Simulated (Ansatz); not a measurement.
**VCuS3, from a guessed structure to a relaxed one**

This structure for VCuS3 is made up. Its elements were placed in a known structure type with a cell scaled to their sizes. What cell does the guess relax to, and how far off was it?

Main program and level: Ansatz 0.2.0; DFT, PBEsol, plane-wave PAW, files of the set soft_1, scalar-relativistic, ferromagnetic start, cell and ions relaxed at zero pressure; PAW set soft_1, in the first sound run; inputs show where later runs differ.

## 1. Starting point

The structure is cubic, space group Pm-3m (No. 221). Conventional cell: a = 4.586 Å, b = 4.586 Å, c = 4.586 Å, α = 90.00°, β = 90.00°, γ = 90.00°. Nearest to Cu lie 12 S at 3.24 Å. Nearest to V lie 6 S at 2.29 Å. S has 2 V at 2.29 Å nearest. Farther neighbours and most contacts between anions are not listed.

## 2. Relaxing cell and atoms

The guessed cell has no reason to be at equilibrium. It is relaxed with the atoms, within the space group of the guess.

input.yaml reads:

```yaml
crystal:
  lattice:
    - [4.586, 0.0, 0.0]
    - [0.0, 4.586, 0.0]
    - [0.0, 0.0, 4.586]
  atoms:
    - { symbol: Cu, position: [0.0, 0.0, 0.0], spin: 0.6 }
    - { symbol: V, position: [0.5, 0.5, 0.5], spin: 2.0 }
    - { symbol: S, position: [0.0, 0.5, 0.5] }
    - { symbol: S, position: [0.5, 0.0, 0.5] }
    - { symbol: S, position: [0.5, 0.5, 0.0] }
magnetization:
  spin_polarized: true
kpoints:
  mp_grid: { grid: [6, 6, 6] }
scf:
  occupations: { method: fermi_dirac, width: 0.05 }
hamiltonian:
  xc: pbesol
  pseudopotentials: { kind: paw, azcp: { folder: soft_1 }, xc_functional: pbe }
relax:
  f_tol: 0.015
  max_steps: 70
  cell: {}
output:
  forces: true
  stress: true
```

Run with:

```
ansatz run input.yaml --threads 4 --pin off --max-ram 8192MiB --backend cpu --events-out ev --progress --plain --runs-dir out
```

Numbers of over 12 decimals in the logs are rounded to 6 here.

The program printed:

```text
Engine: ansatz 0.2.0, x86_64-unknown-linux-gnu
Pseudopotentials: kind: paw
Pseudopotential: Cu, paw, valence charge 19, recommended cutoff 420 eV (normal), soft_1/Cu.paw.azcp
Pseudopotential: V, paw, valence charge 13, recommended cutoff 420 eV (normal), soft_1/V.paw.azcp
Pseudopotential: S, paw, valence charge 6, recommended cutoff 420 eV (normal), soft_1/S.paw.azcp
Functional definition: PBEsol
  exchange = pbesol_x
  correlation = pbesol_c
Crystal: 5 atoms, lattice volume = 96.450 Å³
Basis set: ecut = 420 eV, 1863 PW (Γ), exchange–correlation on 64×64×64 points (8 copies of the dense FFT grid, shifted against one another)
Bands: 32, of which v1, the nominal top of the filled ones, is band 25 counted from 1 (24 counted from 0)
Symmetry: 48 space group operations
Space group: Pm-3m (ITA 221), of the structure as read, at distance tolerance 4.6e-5 Å
Magnetic group: BNS 221.92 (UNI 1594), of the structure as read, at distance tolerance 4.6e-5 Å
k-points: 20 of 216
Non-local potential: Cu, projectors of the file, l = 0: 3, l = 1: 2, l = 2: 3, l = 3: 1
Non-local potential: V, projectors of the file, l = 0: 3, l = 1: 2, l = 2: 3, l = 3: 1
Non-local potential: S, projectors of the file, l = 0: 2, l = 1: 2, l = 2: 1
PAW form: soft (Blöchl's): semilocal exchange-correlation on the pseudo side does not see the compensation charge
PAW frozen core: Cu, regenerated for the run's functional, and the local potential with it (the file was generated under x = pbe(κ = 0.804, μ = 0.219515), c = pbe(β = 0.066725))
PAW frozen core: V, regenerated for the run's functional, and the local potential with it (the file was generated under x = pbe(κ = 0.804, μ = 0.219515), c = pbe(β = 0.066725))
PAW frozen core: S, regenerated for the run's functional, and the local potential with it (the file was generated under x = pbe(κ = 0.804, μ = 0.219515), c = pbe(β = 0.066725))
PAW one-centre angular grid: Cu, 590 points (default); XC on 64 Gauss nodes
PAW one-centre angular grid: V, 590 points (default); XC on 64 Gauss nodes
PAW one-centre angular grid: S, 110 points (default); XC on 64 Gauss nodes
Initial density: superposition of atomic densities (chi_scale 0.1, normalization cell, long waves kept (reshape's long-wave potential 0.01 eV rms))
Starting moments: Σ|m| = 2.6 μB on 2 of 5 sites
Initial wavefunctions: pseudopotential atomic-orbital guess
Functional: x = pbesol(κ = 0.804, μ = 0.123457), c = pbesol(β = 0.046)
SCF iter   1: F=—  HF=-12139.143130 eV  |F-HF|=—  |Δ(HF+E_count)|=         —  Δρ=3.76e-1 (↑3.02e-1 ↓3.76e-1)  dr2=4.32e2  dr2_m=1.53e0  M=3.354 μB ∫|m|=3.374 μB  β_m=0.30  ethr=3.10e-3  ⟨swp⟩=7.3  Hψ=5833  notcnv=0
Mixer restart at iter 1: flushing history
preconditioner: auto → Kerker (q_TF=auto, 2.445 Å⁻¹)  [metal: Δε(μ)=0.001 eV  Ē_g=7.711 eV  σ=0.050 eV  W_gap=0.00  n_scr=26 (ndim 8)  ℏωp=22.0 eV  f_vac=0.000  D(μ)=21.14/eV (n_scr^D=436)]
spin=Collinear: Kerker preconditioning applied to the charge; magnetization (m = ρ↑ − ρ↓) channel mixes plain (no charge-response kernel on spin).
SCF iter   2: F=—  HF=-12152.152441 eV  |F-HF|=—  |Δ(HF+E_count)|=    1.30e1  Δρ=1.71e-1 (↑1.51e-1 ↓1.71e-1)  dr2=4.75e1  dr2_m=6.17e-1  M=1.198 μB ∫|m|=1.826 μB  β_m=0.26  ethr=3.10e-3  ⟨swp⟩=4.1  Hψ=4657  notcnv=0
SCF iter   3: F=—  HF=-12132.872605 eV  |F-HF|=—  |Δ(HF+E_count)|=    1.93e1  Δρ=1.05e-1 (↑8.79e-2 ↓1.05e-1)  dr2=1.76e1  dr2_m=3.95e-1  M=1.157 μB ∫|m|=1.767 μB  β_m=0.42  ethr=3.10e-3  ⟨swp⟩=3.0  Hψ=3612  notcnv=0  defer=24
SCF iter   4: F=—  HF=-12127.744933 eV  |F-HF|=—  |Δ(HF+E_count)|=    5.13e0  Δρ=3.27e-2 (↑2.13e-2 ↓3.27e-2)  dr2=1.45e0  dr2_m=1.84e-1  M=0.973 μB ∫|m|=1.720 μB  β_m=0.71  ethr=3.10e-3  ⟨swp⟩=3.5  Hψ=3394  notcnv=0  defer=22
SCF iter   5: F=—  HF=-12128.410940 eV  |F-HF|=—  |Δ(HF+E_count)|=   6.66e-1  Δρ=3.75e-2 (↑3.75e-2 ↓3.17e-2)  dr2=2.59e0  dr2_m=5.21e-2  M=0.406 μB ∫|m|=1.534 μB  β_m=0.64  ethr=2.90e-3  ⟨swp⟩=2.1  Hψ=2299  notcnv=0  defer=22
SCF iter   6: F=—  HF=-12127.899720 eV  |F-HF|=—  |Δ(HF+E_count)|=   5.11e-1  Δρ=1.43e-2 (↑1.43e-2 ↓1.04e-2)  dr2=3.77e-1  dr2_m=2.51e-2  M=0.207 μB ∫|m|=1.437 μB  β_m=0.82  ethr=2.90e-3  ⟨swp⟩=2.0  Hψ=2165  notcnv=0  defer=22
SCF iter   7: F=—  HF=-12127.931551 eV  |F-HF|=—  |Δ(HF+E_count)|=         —  Δρ=9.78e-3 (↑9.10e-3 ↓9.78e-3)  dr2=6.58e-2  dr2_m=5.27e-2  M=-0.005 μB ∫|m|=1.043 μB  β_m=0.82  ethr=7.54e-4  ⟨swp⟩=3.4  Hψ=2581  notcnv=0  defer=16
Mixer restart at iter 7: flushing history
SCF iter   8: F=—  HF=-12127.956290 eV  |F-HF|=—  |Δ(HF+E_count)|=         —  Δρ=1.08e-2 (↑1.08e-2 ↓6.35e-3)  dr2=9.94e-2  dr2_m=3.33e-2  M=0.042 μB ∫|m|=0.706 μB  β_m=0.82  ethr=1.32e-4  ⟨swp⟩=2.6  Hψ=2679  notcnv=0  defer=12
Mixer restart at iter 8: flushing history
SCF iter   9: F=—  HF=-12128.079375 eV  |F-HF|=—  |Δ(HF+E_count)|=   1.23e-1  Δρ=2.56e-2 (↑2.56e-2 ↓2.08e-2)  dr2=1.45e0  dr2_m=7.06e-3  M=0.128 μB ∫|m|=0.674 μB  β_m=0.35  ethr=1.32e-4  ⟨swp⟩=3.4  Hψ=3196  notcnv=0  recentre
SCF iter  10: F=—  HF=-12127.939976 eV  |F-HF|=—  |Δ(HF+E_count)|=   1.39e-1  Δρ=7.56e-3 (↑7.56e-3 ↓4.77e-3)  dr2=4.72e-2  dr2_m=1.81e-2  M=0.063 μB ∫|m|=0.628 μB  β_m=0.24  ethr=1.32e-4  ⟨swp⟩=2.7  Hψ=2916  notcnv=0
SCF iter  11: F=—  HF=-12127.930748 eV  |F-HF|=—  |Δ(HF+E_count)|=   9.23e-3  Δρ=4.17e-3 (↑4.17e-3 ↓2.94e-3)  dr2=4.72e-3  dr2_m=1.01e-2  M=0.081 μB ∫|m|=0.555 μB  β_m=0.41  ethr=9.44e-5  ⟨swp⟩=2.0  Hψ=1859  notcnv=0
SCF iter  12: F=—  HF=-12127.930040 eV  |F-HF|=—  |Δ(HF+E_count)|=   7.08e-4  Δρ=2.03e-3 (↑1.65e-3 ↓2.03e-3)  dr2=6.42e-4  dr2_m=2.81e-3  M=0.102 μB ∫|m|=0.426 μB  β_m=0.59  ethr=9.43e-6  ⟨swp⟩=2.1  Hψ=2198  notcnv=0
SCF iter  13: F=—  HF=-12127.930568 eV  |F-HF|=—  |Δ(HF+E_count)|=   5.28e-4  Δρ=2.11e-3 (↑2.11e-3 ↓1.88e-3)  dr2=1.11e-2  dr2_m=2.37e-4  M=0.106 μB ∫|m|=0.202 μB  β_m=0.80  ethr=1.28e-6  ⟨swp⟩=2.8  Hψ=2752  notcnv=0
SCF iter  14: F=—  HF=-12127.930650 eV  |F-HF|=—  |Δ(HF+E_count)|=   8.26e-5  Δρ=1.38e-3 (↑1.38e-3 ↓1.09e-3)  dr2=4.75e-3  dr2_m=9.10e-5  M=0.093 μB ∫|m|=0.139 μB  β_m=0.90  ethr=1.28e-6  ⟨swp⟩=2.0  Hψ=1950  notcnv=0
SCF iter  15: F=—  HF=-12127.930418 eV  |F-HF|=—  |Δ(HF+E_count)|=   2.32e-4  Δρ=4.91e-4 (↑4.91e-4 ↓3.18e-4)  dr2=4.08e-4  dr2_m=5.25e-5  M=0.071 μB ∫|m|=0.103 μB  β_m=0.95  ethr=1.28e-6  ⟨swp⟩=2.0  Hψ=1710  notcnv=0
SCF iter  16: F=—  HF=-12127.930390 eV  |F-HF|=—  |Δ(HF+E_count)|=   2.88e-5  Δρ=2.40e-4 (↑2.40e-4 ↓2.12e-4)  dr2=5.72e-5  dr2_m=3.10e-5  M=0.056 μB ∫|m|=0.083 μB  β_m=0.97  ethr=8.17e-7  ⟨swp⟩=2.0  Hψ=1628  notcnv=0
[...]
SCF 3 converged in 14 iterations: F = -12128.039665 eV  dr2 = 3.09e-9
relax step   3: F+E_penalty+E_count = -12128.03966487 eV  Δ(F+E_penalty+E_count) = -7.756e-3 eV  max|allowed force component| = 7.205e-30 eV/Å  Δτ_max = 0.0000 Å  P = +0.174 GPa  Ω = 90.164 Å³  energy of the carried Pulay correction = +3.519e-3 eV  (14 SCF iters, dr2 threshold 5.00e-7 eV, accepted)
[...]
relax step   4: F+E_penalty+E_count = -12128.03965961 eV  Δ(F+E_penalty+E_count) = +5.259e-6 eV  max|allowed force component| = 1.033e-29 eV/Å  Δτ_max = 0.0000 Å  P = +0.002 GPa  Ω = 90.333 Å³  energy of the carried Pulay correction = +3.422e-3 eV  (14 SCF iters, dr2 threshold 7.58e-8 eV, accepted)
Basis set: ecut = 420 eV, 1791 PW (Γ), exchange–correlation on 60×60×60 points (8 copies of the dense FFT grid, shifted against one another)
Initial wavefunctions: pseudopotential atomic-orbital guess (no wavefunctions were taken with the density)
iter 1 solved again at ethr=5.19e-7 eV; its pass at ethr=3.10e-3 eV (dr2=2.59e-4 eV) is discarded
SCF iter   1: F=—  HF=-12128.036242 eV  |F-HF|=—  |Δ(HF+E_count)|=         —  Δρ=7.65e-5 (↑7.64e-5 ↓7.65e-5)  dr2=1.67e-5  dr2_m=1.59e-11  M=-0.000 μB ∫|m|=0.000 μB  β_m=0.65  ethr=5.19e-7  ⟨swp⟩=3.9  Hψ=9450  notcnv=0
preconditioner: auto → Kerker (q_TF=auto, 2.277 Å⁻¹)  [metal: Δε(μ)=0.027 eV  Ē_g=6.530 eV  σ=0.050 eV  W_gap=0.14  n_scr=18 (ndim 8)  ℏωp=22.8 eV  f_vac=0.000  D(μ)=6.14/eV (n_scr^D=80)]
spin=Collinear: Kerker preconditioning applied to the charge; magnetization (m = ρ↑ − ρ↓) channel mixes plain (no charge-response kernel on spin).
SCF iter   2: F=—  HF=-12128.036262 eV  |F-HF|=—  |Δ(HF+E_count)|=   1.98e-5  Δρ=3.04e-4 (↑3.04e-4 ↓3.04e-4)  dr2=2.09e-4  dr2_m=1.15e-11  M=-0.000 μB ∫|m|=0.000 μB  β_m=0.30  ethr=3.35e-8  ⟨swp⟩=2.0  Hψ=2305  notcnv=0
SCF iter   3: F=—  HF=-12128.036241 eV  |F-HF|=—  |Δ(HF+E_count)|=   2.13e-5  Δρ=2.12e-5 (↑2.12e-5 ↓2.12e-5)  dr2=1.41e-6  dr2_m=8.67e-12  M=-0.000 μB ∫|m|=0.000 μB  β_m=0.32  ethr=3.35e-8  ⟨swp⟩=2.0  Hψ=2292  notcnv=0
SCF iter   4: F=—  HF=-12128.036238 eV  |F-HF|=—  |Δ(HF+E_count)|=   2.58e-6  Δρ=1.34e-5 (↑1.34e-5 ↓1.33e-5)  dr2=4.02e-7  dr2_m=9.74e-12  M=-0.000 μB ∫|m|=0.000 μB  β_m=0.66  ethr=2.82e-9  ⟨swp⟩=2.0  Hψ=2278  notcnv=0
SCF iter   5: F=—  HF=-12128.036241 eV  |F-HF|=—  |Δ(HF+E_count)|=   2.41e-6  Δρ=8.79e-6 (↑8.79e-6 ↓8.65e-6)  dr2=4.13e-7  dr2_m=6.73e-12  M=-0.000 μB ∫|m|=0.000 μB  β_m=0.83  ethr=8.04e-10  ⟨swp⟩=2.1  Hψ=2324  notcnv=0
SCF iter   6: F=—  HF=-12128.036241 eV  |F-HF|=—  |Δ(HF+E_count)|=   7.74e-7  Δρ=8.74e-6 (↑8.74e-6 ↓8.72e-6)  dr2=2.53e-7  dr2_m=1.95e-12  M=-0.000 μB ∫|m|=0.000 μB  β_m=0.86  ethr=8.04e-10  ⟨swp⟩=3.1  Hψ=2498  notcnv=0
SCF iter   7: F=—  HF=-12128.036241 eV  |F-HF|=—  |Δ(HF+E_count)|=   4.45e-8  Δρ=1.27e-6 (↑1.27e-6 ↓1.24e-6)  dr2=6.26e-9  dr2_m=1.83e-12  M=-0.000 μB ∫|m|=0.000 μB  β_m=0.86  ethr=5.06e-10  ⟨swp⟩=2.7  Hψ=1991  notcnv=0
SCF iter   8: F=—  HF=-12128.036241 eV  |F-HF|=—  |Δ(HF+E_count)|=  1.76e-10  Δρ=6.75e-7 (↑6.30e-7 ↓6.75e-7)  dr2=1.09e-9  dr2_m=8.42e-13  M=-0.000 μB ∫|m|=0.000 μB  β_m=0.91  ethr=1.25e-11  ⟨swp⟩=2.5  Hψ=2233  notcnv=0
SCF iter   9: F=—  HF=-12128.036241 eV  |F-HF|=—  |Δ(HF+E_count)|=  2.73e-11  Δρ=3.59e-7 (↑3.59e-7 ↓2.89e-7)  dr2=6.33e-10  dr2_m=1.14e-12  M=-0.000 μB ∫|m|=0.000 μB  β_m=0.95  ethr=2.18e-12  ⟨swp⟩=2.9  Hψ=2300  notcnv=0
SCF iter  10: F=—  HF=-12128.036241 eV  |F-HF|=—  |Δ(HF+E_count)|=  7.48e-10  Δρ=7.41e-8 (↑7.41e-8 ↓3.87e-8)  dr2=2.09e-11  dr2_m=4.42e-13  M=-0.000 μB ∫|m|=0.000 μB  β_m=0.98  ethr=1.27e-12  ⟨swp⟩=2.1  Hψ=2143  notcnv=0
SCF iter  11: F=-12128.036241 eV  HF=-12128.036241 eV  |F-HF|=2.36e-11  |Δ(HF+E_count)|=  1.27e-11  Δρ=8.67e-8 (↑6.36e-8 ↓8.67e-8)  dr2=3.06e-11  dr2_m=1.20e-13  M=-0.000 μB ∫|m|=0.000 μB  ethr=1.00e-12  ⟨swp⟩=3.9  Hψ=4515  notcnv=0
the starting moments were not kept: the SCF closed with an absolute magnetisation of 5.8e-6 μB, where they sum to 2.6 μB in size (2 sites). That is at most 0.1 of that sum. Measured as dr2_m measures the in/out step, that magnetisation stands 1.2e-11 eV from none, at or under the dr2_threshold of 5.0e-11 eV: it is no larger than a step whose dr2_m would equal this threshold.
SCF 5 converged in 11 iterations: F = -12128.036241 eV  dr2 = 3.06e-11
relax step   5: F+E_penalty+E_count = -12128.03624125 eV  Δ(F+E_penalty+E_count) = +3.418e-3 eV  max|allowed force component| = 2.300e-29 eV/Å  Δτ_max = 0.0000 Å  P = -0.002 GPa  Ω = 90.333 Å³  stress off target by 1.78e-3 GPa  SCF on the basis re-selected at this cell (its energy is not comparable with the rows above)  (11 SCF iters)
basis re-selected at this cell: Δ(F+E_penalty+E_count) = +3.418e-3 eV, ΔP = -0.003 GPa vs the last step (what re-selecting the basis moved, of the pressure what is left beyond the Pulay correction that the steps carried, after the strain that the cell walked since its last selection, with what the two solves' SCF thresholds leave and, on support functions, any second-order correction that the steps lacked; it is no measure of the basis error at this ecutwfc). The dense FFT grid was sized anew with the basis: this SCF ran on 30×30×30 points, the steps before it on 32×32×32, so part of this shift can come from that change (see relax.cell in the input reference). [rest of the remark cut]
SCF converged after 11 iterations
Magnetization: -0.0000 μB (25.0000 up, 25.0000 down)
Absolute magnetization: 0.0000 μB (∫|ρ↑−ρ↓|, with the PAW one-centre terms)
Spin contamination: 0.0000 ħ² per cell (⟨S²⟩ above its minimum at these occupations)
Per-site moments (μB) at R_I (Å): [(-1.2597407703765885e-7, 1.308755), (-3.2823910948986988e-6, 0.925430), (2.85209837228704e-7, 0.925430), (2.8520983692738793e-7, 0.925430), (2.8520983714650826e-7, 0.925430)]
Free energy (F): -12128.036241 eV
Harris-Foulkes:  -12128.036241 eV  (|F-HF|=2.36e-11)
Internal energy: -12127.988040 eV  (E = F + TS)
E sigma→0 (E₀):  -12128.012141 eV
Entropy (-TS):   -0.048201 eV (-9.640 meV/atom)
Fermi energy:    8.390382 eV
--- Per-component energies (eV) ---
  E_band       = -724.413227
  E_kinetic    = 869.292982
  E_local      = -7854.237071  (includes V_loc(G=0)·N_el)
  E_nonlocal   = 1098.991281
  E_hartree    = 3320.180994
  E_xc         = -441.560639
  E_vxc        = -474.749341  (∫ρ·V_xc dr)
  E_paw        = -4667.545692  (= ΣΔE_a)
  E_vpaw       = -1004.075162  (= ΣTr[D̂ρ^β])
  E_aug_tail   = 0.002041  (compensation charges beyond the density's cutoff)
  E_ewald      = -4453.653665
  E_core_change = 0.541730  (= ΣΔE_core)
  E_smearing   = -0.048201  (= −TS)
  E_closure    = 0.000000  (closes the sum)
  Σ components = -12128.036241   (vs F -12128.036241, Δ=0.00e0)
--- Forces (eV/Å), atoms counted from 1 ---
  atom   1  Cu     0.00000000     0.00000000    -0.00000000
  atom   2  V     -0.00000000    -0.00000000    -0.00000000
  atom   3  S      0.00000000    -0.00000000    -0.00000000
  atom   4  S     -0.00000000    -0.00000000     0.00000000
  atom   5  S      0.00000000    -0.00000000    -0.00000000
  max |Σ_I F_I| component: 3.23e-29 eV/Å
--- Stress (GPa, compression-positive) ---
       -0.001781       0.000000      -0.000000
        0.000000      -0.001781      -0.000000
        0.000000       0.000000      -0.001781
  P = ⅓ Tr σ = -0.0018 GPa (-0.018 kbar)
--- Relaxed structure (4 steps of the walk, 4 accepted, 1 SCFs on fresh bases) ---
  F+E_penalty+E_count = -12128.03624125 eV   max|allowed force component| = 2.300e-29 eV/Å   (the final SCF, on the basis selected at the relaxed cell)
  cell:  # Å, volume = 90.3334 Å³
    - [4.486931, 0, 0]
    - [0, 4.486931, 0.0]
    - [0, 0.0, 4.486931]
  atoms:
    - { symbol: Cu, position: [0, 0, 0] }
    - { symbol: V, position: [0.5, 0.5, 0.5] }
    - { symbol: S, position: [0, 0.5, 0.5] }
    - { symbol: S, position: [0.5, 0, 0.5] }
    - { symbol: S, position: [0.5, 0.5, 0] }
```

Elapsed: 15 s, on 4 threads of Intel Xeon at 2.60GHz (Ice Lake), shared host; peak memory 0.53 GiB.

The steps of the relaxation:

```tsv
step	energy less that of the first step (eV)	largest force component (eV/Å)	pressure (GPa)	volume (Å³)
1	0.0000	0.0000	-5.23	96.45
2	-0.1013	0.0000	-1.46	91.83
3	-0.1091	0.0000	0.17	90.16
4	-0.1091	0.0000	0.00	90.33
5*	-0.1057	0.0000	0.00	90.33
```

Relaxation steps marked * repeat the geometry before them on a plane-wave basis chosen anew for their cell, so energy and pressure can jump there.

The run keeps the 48 symmetry operations that it works with, so distortions that break them were not tested.

```tsv
conventional cell, symmetrised	before	after	change
a (Å)	4.586	4.487	-2.2 %
b (Å)	4.586	4.487	-2.2 %
c (Å)	4.586	4.487	-2.2 %
volume (Å³/atom)	19.29	18.07	-6.3 %
```

Numbers from this step:

```
free energy             : -12128.0362 eV
energy at zero smearing : -12128.0121 eV
smearing term TS        : 0.04820 eV
Fermi energy            : 8.390 eV
electrons               : 50
symmetry operations     : 48
pressure                : -0.001781 GPa
```

Shortest distances by pair of elements, guess and relaxed (not always the same contact):

```tsv
pair	guess (Å)	relaxed (Å)
S–V	2.293	2.243
Cu–S	3.243	3.173
S–S	3.243	3.173
Cu–V	3.972	3.886
Cu–Cu	4.586	4.487
```

The relaxation ends with a pressure of 0.00 GPa. The starting moments have collapsed: the run ends non-magnetic.

(Continued in part 2 of 2.)

[Logs are printed without paths, hosts, clocks, repeated set-up lines and the standing remarks that a program may print on its own settings, such as how far it seeks lower states.]

[Hosts, paths, dates, database ids (printed as entryN), source tags and the programs' standing remarks are cut or masked in the printed files.]
